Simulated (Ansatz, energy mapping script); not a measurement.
# MnO (Manganosite): exchange couplings from total energies, part 2 of 2

Wanted: the magnetic order of MnO (Manganosite), its couplings and an estimate of its ordering temperature, by PBE+U (4 eV).

PBE with U = 4 eV on Mn d, ortho-atomic projectors; plane waves, U on orthogonalised atomic orbitals unless named otherwise, collinear spin, no spin–orbit coupling.

So far. Step 4 (Order 1: parallel, cell A of 4 atoms): The run ends ferromagnetic.

### 5. Order 2: compensated +−, cell A of 4 atoms

This order reverses 8 of the 12 neighbours at 3.14 Å and 0 of the 6 neighbours at 4.45 Å, counted for an average magnetic atom.

input.yaml reads:

```yaml
crystal:
  lattice:
    - [0.0, -2.223, -2.223]
    - [0.0, 2.223, -2.223]
    - [4.446, 0.0, 0.0]
  atoms:
    - { symbol: Mn, position: [0.5, 0.5, 0.5], spin: 4.5 }
    - { symbol: Mn, position: [0.0, 0.0, 0.0], spin: -4.5 }
    - { symbol: O, position: [0.5, 0.5, 0.0] }
    - { symbol: O, position: [0.0, 0.0, 0.5] }
magnetization:
  spin_polarized: true
kpoints:
  mp_grid: { grid: [6, 6, 5] }
hamiltonian:
  xc: pbe
  hubbard:
    sites:
      - { species: Mn, l: d, u_eff: 4.0 }
      - { site: 0, l: d, u_eff: 4.0, starting_ns: [{ spin: up, occupation_matrix: mn1_major }, { spin: down, occupation_matrix: mn1_minor }] }
      - { site: 1, l: d, u_eff: 4.0, starting_ns: [{ spin: up, occupation_matrix: mn1_minor }, { spin: down, occupation_matrix: mn1_major }] }
    projectors: ortho-atomic
    occupation_matrices:
      mn1_major:
        matrix:
          - [0.995, 0.0, 0.0, 0.0, 0.0]
          - [0.0, 0.999, 0.0, 0.0, 0.0]
          - [0.0, 0.0, 0.999, 0.0, 0.0]
          - [0.0, 0.0, 0.0, 0.995, 0.0]
          - [0.0, 0.0, 0.0, 0.0, 0.999]
      mn1_minor:
        matrix:
          - [0.097, 0.0, 0.0, 0.0, 0.0]
          - [0.0, 0.032, 0.0, 0.0, 0.0]
          - [0.0, 0.0, 0.032, 0.0, 0.0]
          - [0.0, 0.0, 0.0, 0.097, 0.0]
          - [0.0, 0.0, 0.0, 0.0, 0.032]
scf:
  occupations: { method: fermi_dirac, width: 0.05 }
output:
  eigenvalues: true
  write_density: true
  write_potential: true
  elf: true
  volumetric_format: npy
```

Started as:

```console
$ ansatz run input.yaml --threads 4 --pin off --max-ram 8192MiB --backend cpu --events-out ev --progress --plain --runs-dir out
```

Numbers of over 12 decimals in the logs are rounded to 6 here.

The program printed:

```text
[...]
Crystal: 4 atoms, lattice volume = 43.942 Å³
Basis set: ecut = 420 eV, 855 PW (Γ)
Bands: 31, of which v1, the nominal top of the filled ones, is band 21 counted from 1 (20 counted from 0)
Symmetry: 16 space group operations
[...]
k-points: 30 of 180
[...]
Starting moments: Σ|m| = 9 μB on 2 of 4 sites
Starting magnetic order: antiferromagnet; a translation exchanges its spin sublattices: spin-degenerate at every k-point
[...]
SCF iter   1: F=—  HF=-8932.779801 eV  |F-HF|=—  |Δ(HF+E_count)|=         —  Δρ=9.59e-2 (↑9.59e-2 ↓9.59e-2)  dr2=1.15e1  dr2_m=4.77e-1  M=0.000 μB ∫|m|=9.317 μB  β_m=1.00  ethr=3.10e-3  ⟨swp⟩=4.3  Hψ=3154  notcnv=0  defer=2
[...]
SCF iter  10: F=-8931.075474 eV  HF=-8931.075474 eV  |F-HF|=4.91e-8  |Δ(HF+E_count)|=   5.43e-8  Δρ=1.08e-5 (↑1.08e-5 ↓1.08e-5)  dr2=3.86e-9  dr2_m=4.45e-8  M=0.000 μB ∫|m|=9.666 μB  ethr=2.38e-10  ⟨swp⟩=5.9  Hψ=3627  notcnv=0
SCF 1 converged in 10 iterations: F = -8931.075474 eV  dr2 = 3.86e-9
[...]
SCF converged after 10 iterations
Magnetization: 0.0000 μB (21.0000 up, 21.0000 down)
Absolute magnetization: 9.6659 μB (∫|ρ↑−ρ↓|, with the PAW one-centre terms)
[...]
Per-site moments (μB) at R_I (Å): [(4.267614, 0.9169875), (-4.267614, 0.9169875), (-0.058251, 0.9169875), (0.058251, 0.9169875)]
Free energy (F): -8931.075474 eV
[...]
Internal energy: -8931.075459 eV  (E = F + TS)
E sigma→0 (E₀):  -8931.075467 eV
Entropy (-TS):   -0.000015 eV (-0.004 meV/atom)
Fermi energy:    13.176039 eV
[...]
--- Specified on-site occupations, and those of the state reported ---
  electrons in the specified blocks: 10.5540 specified, 10.5463 found
[...]
--- Band table (eV; the first three rows and the last of 60) ---
  k-point 0 ↑: bands = [... 17 lower, 9.1311, 10.1911, 10.1948, 10.1948, 13.5006, 15.1841, 16.6601, 16.7079, ... 6 higher]
  k-point 1 ↑: bands = [... 17 lower, 9.3214, 10.2568, 10.2568, 10.2721, 14.4227, 15.1574, 16.6557, 16.8254, ... 6 higher]
  k-point 2 ↑: bands = [... 17 lower, 9.4715, 10.3890, 10.3890, 10.4646, 15.1142, 15.8671, 16.6486, 16.9939, ... 6 higher]
  k-point 29 ↓: bands = [... 17 lower, 9.3418, 9.6278, 9.6278, 11.1582, 16.3139, 16.3139, 17.0368, 17.6542, ... 6 higher]
Occupation matrices written to <dir>
```

Run time: 1 s. Hardware: 4 threads of Arm Neoverse V2, shared host; peak memory 0.36 GiB; 3.5 s of CPU time.

Spin moment in the sphere by atom:

```tsv
atom	spin moment in the sphere (μB)
Mn1	4.27
Mn2	-4.27
O3	-0.06
O4	0.06
```

The run ends antiferromagnetic, 55.98 meV a magnetic atom below the parallel order of its cell.

Spin density in the ac plane of the conventional cell at fractional y = 0.000, with atoms of Mn and O within 0.2 Å of it.

Ten even steps from '_' (-8.2 e/Å³) to '@' (8.2 e/Å³), each cell a mean:
```
..--====++++++++++++======::
--========++++++++++========
========++++++++++++========
======++++++++++++++++======
++==++++++++++++++++++++==++
======++++++**##**++++++====
======++++**%%@@##++++++====
======++++++##%%**++++++====
====++++++++++**++++++++====
======++++++++++++++++++====
========++++++++++++++======
==========++++++++++========
::--======++++++++++======--
__::====++++++++++++====--..
```
Columns run along a (4.4 Å), rows up along c (4.4 Å), edges of the conventional cell, whose origin can differ from the input's. Atoms in or near the plane, at fractional coordinates: Mn at (0.50, 0.50), Mn at (0.00, 0.00), O at (0.00, 0.50), O at (0.50, 0.00).

ELF in the ac plane of the conventional cell at fractional y = 0.000, with atoms of Mn and O within 0.2 Å of it. It is the smooth field of the valence electrons, not physical close to the nuclei.

Ten even steps from '_' (0.10) to '@' (0.87), each cell a mean:
```
@@##--__++@@##**%%%%::..++%%
**==..__==%%%%%%%%**..__::++
..______..==++++++::______..
::::..__________________..::
%%##==..__..----::____::**%%
%%%%##::__==##%%**::__==%%%%
--%%%%::..**@@@@%%--__++%%++
**%%%%::..++%%@@##--__++%%##
%%%%**..__::++**==..__==%%%%
++++::______....______..==++
__________..::::::..________
--::____::**%%%%##==..__..--
%%**::__==%%%%%%@@##::__==##
@@%%--__++@@++==%%%%::..**@@
```
Columns run along a (4.4 Å), rows up along c (4.4 Å), edges of the conventional cell, whose origin can differ from the input's. Atoms in or near the plane, at fractional coordinates: Mn at (0.50, 0.50), Mn at (0.00, 0.00), O at (0.00, 0.50), O at (0.50, 0.00).

### 6. Run 3 (parallel; cell B, 4 atoms)

A new cell needs its own zero of energy.

This run holds the same structure in another cell (c 4.446 → 5.445 Å, α 90.0 → 73.2°, β 90.0 → 73.2°, γ 90.0 → 60.0°).

input.yaml reads:

```yaml
crystal:
  lattice:
    - [0.0, -2.223, -2.223]
    - [-2.223, 0.0, -2.223]
    - [2.223, 2.223, -4.446]
  atoms:
    - { symbol: Mn, position: [0.5, 0.5, 0.5], spin: 4.5 }
    - { symbol: Mn, position: [0.0, 0.0, 0.0], spin: 4.5 }
    - { symbol: O, position: [0.75, 0.75, 0.75] }
    - { symbol: O, position: [0.25, 0.25, 0.25] }
magnetization:
  spin_polarized: true
kpoints:
  mp_grid: { grid: [7, 7, 7] }
hamiltonian:
  xc: pbe
  hubbard:
    sites:
      - { species: Mn, l: d, u_eff: 4.0 }
      - { site: 0, l: d, u_eff: 4.0, starting_ns: [{ spin: up, occupation_matrix: mn1_major }, { spin: down, occupation_matrix: mn1_minor }] }
      - { site: 1, l: d, u_eff: 4.0, starting_ns: [{ spin: up, occupation_matrix: mn1_major }, { spin: down, occupation_matrix: mn1_minor }] }
    projectors: ortho-atomic
    occupation_matrices:
      mn1_major:
        matrix:
          - [0.995, 0.0, 0.0, 0.0, 0.0]
          - [0.0, 0.999, 0.0, 0.0, 0.0]
          - [0.0, 0.0, 0.999, 0.0, 0.0]
          - [0.0, 0.0, 0.0, 0.995, 0.0]
          - [0.0, 0.0, 0.0, 0.0, 0.999]
      mn1_minor:
        matrix:
          - [0.097, 0.0, 0.0, 0.0, 0.0]
          - [0.0, 0.032, 0.0, 0.0, 0.0]
          - [0.0, 0.0, 0.032, 0.0, 0.0]
          - [0.0, 0.0, 0.0, 0.097, 0.0]
          - [0.0, 0.0, 0.0, 0.0, 0.032]
scf:
  occupations: { method: fermi_dirac, width: 0.05 }
output:
  eigenvalues: true
```

The program printed:

```text
[...]
Crystal: 4 atoms, lattice volume = 43.942 Å³
Basis set: ecut = 420 eV, 845 PW (Γ)
Bands: 31, of which v1, the nominal top of the filled ones, is band 21 counted from 1 (20 counted from 0)
Symmetry: 24 space group operations
[...]
k-points: 44 of 343
[...]
Starting moments: Σ|m| = 9 μB on 2 of 4 sites
[...]
k-point 1 ↑: bands = [... 17 lower, 8.3100, 8.8306, 8.8306, 9.7768, 9.9147, 10.3077, 10.3077, 12.7108, ... 6 higher]
  k-point 2 ↑: bands = [... 17 lower, 8.2272, 8.7086, 8.7086, 9.4431, 9.7207, 10.8582, 10.8582, 12.4267, ... 6 higher]
  k-point 43 ↓: bands = [... 17 lower, 16.0032, 17.1157, 17.2359, 17.4423, 17.4612, 17.4758, 17.5037, 17.8740, ... 6 higher]
Occupation matrices written to <dir>
[key lines of the parts left out:]
SCF converged after 11 iterations
Magnetization: 10.0000 μB (26.0000 up, 16.0000 down)
Free energy (F): -8930.963736 eV
Fermi energy:    12.953210 eV
```

The job ended after 2.4 s (4 threads; peak memory 0.39 GiB; 8.6 s of CPU time).

The run ends ferromagnetic. For each magnetic atom its energy differs from the parallel run of the first cell by 0.04 meV, an error that one common reference would have brought in.

### 7. Compensated +− start in cell B (4 atoms)

This order reverses 6 of the 12 neighbours at 3.14 Å and 6 of the 6 neighbours at 4.45 Å, counted for an average magnetic atom.

input.yaml: that of step 6 with these lines changed.

```diff
@@ -7,3 +7,3 @@
     - { symbol: Mn, position: [0.5, 0.5, 0.5], spin: 4.5 }
-    - { symbol: Mn, position: [0.0, 0.0, 0.0], spin: 4.5 }
+    - { symbol: Mn, position: [0.0, 0.0, 0.0], spin: -4.5 }
     - { symbol: O, position: [0.75, 0.75, 0.75] }
@@ -20,3 +20,3 @@
       - { site: 0, l: d, u_eff: 4.0, starting_ns: [{ spin: up, occupation_matrix: mn1_major }, { spin: down, occupation_matrix: mn1_minor }] }
-      - { site: 1, l: d, u_eff: 4.0, starting_ns: [{ spin: up, occupation_matrix: mn1_major }, { spin: down, occupation_matrix: mn1_minor }] }
+      - { site: 1, l: d, u_eff: 4.0, starting_ns: [{ spin: up, occupation_matrix: mn1_minor }, { spin: down, occupation_matrix: mn1_major }] }
     projectors: ortho-atomic
```

The program printed:

```text
[...]
Crystal: 4 atoms, lattice volume = 43.942 Å³
Basis set: ecut = 420 eV, 845 PW (Γ)
Bands: 31, of which v1, the nominal top of the filled ones, is band 21 counted from 1 (20 counted from 0)
Symmetry: 12 space group operations
[...]
k-points: 44 of 343
[...]
Starting moments: Σ|m| = 9 μB on 2 of 4 sites
[...]
k-point 1 ↑: bands = [... 17 lower, 9.9928, 9.9928, 11.3646, 11.3646, 13.9512, 16.4204, 16.6071, 16.6071, ... 6 higher]
  k-point 2 ↑: bands = [... 17 lower, 9.7151, 9.7151, 11.6315, 11.6315, 14.7670, 16.2200, 16.5836, 16.5836, ... 6 higher]
  k-point 43 ↓: bands = [... 17 lower, 9.4971, 9.6984, 11.2448, 11.4134, 16.5899, 16.6501, 17.2125, 17.4913, ... 6 higher]
Occupation matrices written to <dir>
[key lines of the parts left out:]
SCF converged after 11 iterations
Magnetization: 0.0000 μB (21.0000 up, 21.0000 down)
Free energy (F): -8931.117165 eV
Fermi energy:    12.737413 eV
```

Elapsed: 1.5 s, on 4 threads; peak memory 0.4 GiB; 5.3 s of CPU time.

The run ends antiferromagnetic, 76.87 meV a magnetic atom below the parallel order of its cell.

### 8. The fit

Each energy difference is a sum of couplings weighted by the pairs that the order reverses. A few near shells are fitted to the differences by least squares. Energies are those extrapolated to zero occupation width, not the free energies F.

The orders that converged (zero: parallel moments in the same cell):

```tsv
order	atoms	energy (meV a magnetic atom)	moments (μB)	moments kept as typed	opposed neighbours at 3.14, 4.45 Å
parallel in cell A	4	0.00	4.28	yes	0, 0
compensated +− in cell A	4	-55.98	4.27	yes	8, 0
parallel in cell B	4	0.00	4.28	yes	0, 0
compensated +− in cell B	4	-76.87	4.24	yes	6, 6
```

Couplings from the energies, with E = −Σ J e·e over ordered pairs:

```tsv
pair	distance (Å)	neighbours	J (meV)
Mn–Mn	3.14	12	-3.50
Mn–Mn	4.45	6	-2.91
```

These orders cannot tell some unfitted shells from fitted ones: the value at 3.14 Å holds J(3.14) + 2 J(5.45) + 2 J(7.03); other unfitted shells add to the values wholly or in part. No temperature is drawn.

### 9. Outcome

- lowest order tried: compensated +− in cell B
- largest fitted value (a combination of shells), Mn–Mn at 3.14 Å: -3.50 meV

What this shows: Of the orders tried, MnO (Manganosite) prefers the order “compensated +− in cell B” under PBE+U (4 eV), with 6 of 12 neighbours at 3.14 Å and 6 of 6 neighbours at 4.45 Å opposed. Orders that were not tried, spirals among them, may lie lower. The largest fitted value is -3.5 meV, at 3.14 Å. It is a combination of shells that these orders cannot split, so neither its size nor its sign can be laid on that pair alone. The orders also reverse pairs at 5.45 Å, which are not fitted, so the fitted values hold their part too. No fitted order reverses the pairs at 6.29 Å, so their coupling is unknown and is set to zero in the model. 2 energy differences fix 2 couplings with none to spare, so the fit tests nothing. In the fitted orders moments change by up to 0.99 % against the parallel run of the same cell, so their size stays put. With a near shell that the orders cannot separate, no temperature is given.

[Logs and program files are shortened in this print: banners, set-up blocks, solver, clock and traceback lines can be left out without a mark of their own.]

[Logs are printed without paths, hosts, clocks, repeated set-up lines and the standing remarks that a program may print on its own settings, such as how far it seeks lower states.]

[Hosts, paths, dates, database ids (printed as entryN), source tags and the programs' standing remarks are cut or masked in the printed files.]

[Where a cell is said to come from a database of computed structures, the database is the Materials Project.]
